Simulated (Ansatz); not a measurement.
# The perfect Ta wire along [111], 7 atoms a period, part 2 of 2

Aim: is the Ta wire along [111], 7 atoms a period a metal or a semiconductor?

Ansatz 0.2.0; DFT PBE, plane waves, PAW; relaxation of a wire's period; PAW set soft_1 (the session's first sound run).

So far: Set-up; The relaxed wire.

## (2) The relaxed wire (continued)

Relaxation path:

```
step  energy less that of the first step (eV)  largest force component (eV/Å)  pressure (GPa)  volume (Å³)
   1                                   0.0000                          1.7388           -6.20       403.94
   2                                  -1.0650                          0.7390            1.89       389.17
   3                                  -1.1950                          0.0922           -0.55       390.03
   4                                  -1.2065                          0.0082           -0.18       388.25
   5                                  -1.2086                          0.0167           -0.05       386.88
  6*                                  -1.2075                          0.0169           -0.05       386.88
```

Relaxation steps marked * repeat the geometry before them on a plane-wave basis chosen anew for their cell, so energy and pressure can jump there.

Forces are held to the 4 operations that the run works with; a distortion that breaks them can't arise in this run.

```
cell as run  before  after  change
      c (Å)   2.875  2.754  -4.2 %
```

The atoms that moved most (Å, along periodic axes as changes of fractional coordinates times the final cell, across vacuum about the mean position):

```
atom      dx      dy      dz  length
 Ta3   0.000  -0.135  -0.076   0.155
 Ta6   0.000   0.135   0.076   0.155
 Ta4  -0.110   0.066  -0.075   0.148
 Ta7  -0.110  -0.066   0.075   0.148
 Ta2   0.110   0.066  -0.075   0.148
 Ta5   0.110  -0.066   0.075   0.148
```

The relaxed structure:

```cif
data_structure
_symmetry_space_group_name_H-M 'P 1'
_symmetry_Int_Tables_number 1
_cell_length_a 11.4950
_cell_length_b 12.2220
_cell_length_c 2.7538
_cell_angle_alpha 90.000
_cell_angle_beta 90.000
_cell_angle_gamma 90.000
_cell_volume 386.88
loop_
_atom_site_label
_atom_site_type_symbol
_atom_site_fract_x
_atom_site_fract_y
_atom_site_fract_z
_atom_site_occupancy
Ta1 Ta 0.50001 0.49998 0.00000 1
Ta2 Ta 0.30533 0.39447 0.30605 1
Ta3 Ta 0.50001 0.71074 0.30577 1
Ta4 Ta 0.69469 0.39447 0.30605 1
Ta5 Ta 0.30533 0.60549 0.69395 1
Ta6 Ta 0.50001 0.28922 0.69423 1
Ta7 Ta 0.69469 0.60549 0.69395 1
```

This step gave:

```
energy at zero smearing    : -69521.8752 eV
cell length along the wire : 2.754 Å
```

The cell's length comes to 2.754 Å with spin left out.

## (3) The wire at its relaxed period

This step: DFT PBE, plane waves, PAW; bands of a perfect wire; PAW set soft_1 (Ansatz 0.2.0).

At the relaxed period the bands are computed along the axis; those that cross an energy going forward count the channels that a perfect wire would open there.

input.yaml

```yaml
crystal:
  lattice:
    - [11.495, 0.0, 0.0]
    - [0.0, 12.222, 0.0]
    - [0.0, 0.0, 2.7537733996]
  atoms:
    - { symbol: Ta, position: [0.500008222, 0.499981071, 0.0] }
    - { symbol: Ta, position: [0.305330795, 0.394468702, 0.306049638] }
    - { symbol: Ta, position: [0.500008222, 0.710741239, 0.305769742] }
    - { symbol: Ta, position: [0.694685649, 0.394468702, 0.306049638] }
    - { symbol: Ta, position: [0.305330795, 0.60549344, 0.693950362] }
    - { symbol: Ta, position: [0.500008222, 0.289220903, 0.694230258] }
    - { symbol: Ta, position: [0.694685649, 0.60549344, 0.693950362] }
kpoints:
  mp_grid: { grid: [1, 1, 30] }
  band_path: { path: ["Γ", Z], npoints: 90 }
scf:
  occupations: { method: fermi_dirac, width: 0.05 }
hamiltonian:
  xc: pbe
  pseudopotentials: { kind: paw, azcp: { folder: soft_1 } }
output:
  dos: { e_range: [-5, 4] }
  write_potential: true
  write_density: true
  volumetric_format: npy
```

Launch:

```sh
> ansatz run input.yaml --threads 4 --pin off --max-ram 16384MiB --backend cpu --events-out ev --progress --plain --runs-dir out
```

Numbers of over 12 decimals in the logs are rounded to 6 here.

The log of the run:

```text
[...]
Crystal: 7 atoms, lattice volume = 386.883 Å³
Basis set: ecut = 420 eV, 7623 PW (Γ)
Bands: 55, of which v1, the nominal top of the filled ones, is band 46 counted from 1 (45 counted from 0)
Symmetry: 4 space group operations
[...]
k-points: 16 of 30
[...]
SCF iter   1: F=—  HF=-69531.281876 eV  |F-HF|=—  |Δ(HF+E_count)|=         —  Δρ=4.71e-2  dr2=6.13e1  ethr=3.10e-3  ⟨swp⟩=11.3  Hψ=4475  notcnv=0
[...]
SCF iter  11: F=-69521.921319 eV  HF=-69521.921319 eV  |F-HF|=2.05e-9  |Δ(HF+E_count)|=   5.37e-8  Δρ=1.32e-6  dr2=1.15e-8  ethr=1.10e-10  ⟨swp⟩=11.2  Hψ=2960  notcnv=0
SCF 1 converged in 11 iterations: F = -69521.921319 eV  dr2 = 1.15e-8
[...]
NSCF: frozen V_eff on 91 k-points
WARN: The output density's exchange-correlation potential varies sharply where the density is thin. Do not read a vacuum level from v_tot or v_xc, or from such a field of the output density. On a cell that repeats whose density bears no net charge and no dipole along the vacuum's axis use v_es (v_loc + v_h of the components); under efield.dipole_correction with no amplitude use v_es + v_field, which holds any externa [...]
SCF converged after 11 iterations
Free energy (F): -69521.921319 eV
[...]
Internal energy: -69521.817601 eV  (E = F + TS)
E sigma→0 (E₀):  -69521.869460 eV
Entropy (-TS):   -0.103718 eV (-14.817 meV/atom)
Fermi energy:    3.847172 eV
[...]
--- Band table (eV; the first three rows and the last of 16) ---
  k-point 0: bands = [... 42 lower, 2.9114, 2.9166, 3.0428, 3.3222, 3.9191, 4.1391, 4.2010, 4.2038, ... 5 higher]
  k-point 1: bands = [... 42 lower, 2.8870, 2.9932, 3.0806, 3.3594, 3.9192, 4.1221, 4.1814, 4.1972, ... 5 higher]
  k-point 2: bands = [... 42 lower, 2.8294, 3.0964, 3.1625, 3.4708, 3.9208, 4.0661, 4.1183, 4.1910, ... 5 higher]
  k-point 15: bands = [... 42 lower, 3.3858, 4.2320, 4.3755, 4.5771, 4.5860, 4.8622, 4.8683, 5.3235, ... 5 higher]
```

It took 18 s on 4 threads of Arm Neoverse V2, shared host; peak memory 1.3 GiB; 70 s of CPU time.

Reading the cycles: dr2 is the Hartree energy of the density residual (eV), the measure of convergence; HF is the Harris–Foulkes estimate of the energy, which meets the free energy F at convergence.

This step gave:

```yaml
energy_at_zero_smearing: -69521.8695 eV
band_gap: 0 eV
```

The electronic bands at the labelled points (eV, zero at the Fermi level):

```
  point  band 43  band 44  band 45  band 46  band 47  band 48  band 49  band 50
      Γ    -0.94    -0.93    -0.80    -0.52     0.07     0.29     0.35     0.36
halfway    -0.76    -0.69    -0.49    -0.47    -0.08    -0.07     0.10     0.41
      Z    -0.46     0.38     0.53     0.73     0.74     1.01     1.02     1.48
```

Between Γ and Z the bands cross the Fermi level 9 times, so a perfect wire would conduct at least 9 G₀, with spin left out.

## (4) What came out

* cell length, PBE: 2.754 Å
* ballistic conductance by band crossings, a lower bound, PBE: 9 G₀

What this shows: Under PBE the cell's length is 2.75 Å, and the bands cross the Fermi level 9 times between Γ and Z, which gives a perfect wire at least 9 G₀ (opposite crossings within one step of the path cancel in such a count). No spin was allowed, though thin wires with open d shells can turn magnetic. Spin-orbit coupling is left out, which matters for the bands of heavy atoms.

[Logs are printed without paths, hosts, clocks, repeated set-up lines and the standing remarks that a program may print on its own settings, such as how far it seeks lower states.]

[Hosts, paths, dates, database ids (printed as entryN), source tags and the programs' standing remarks are cut or masked in the printed files.]
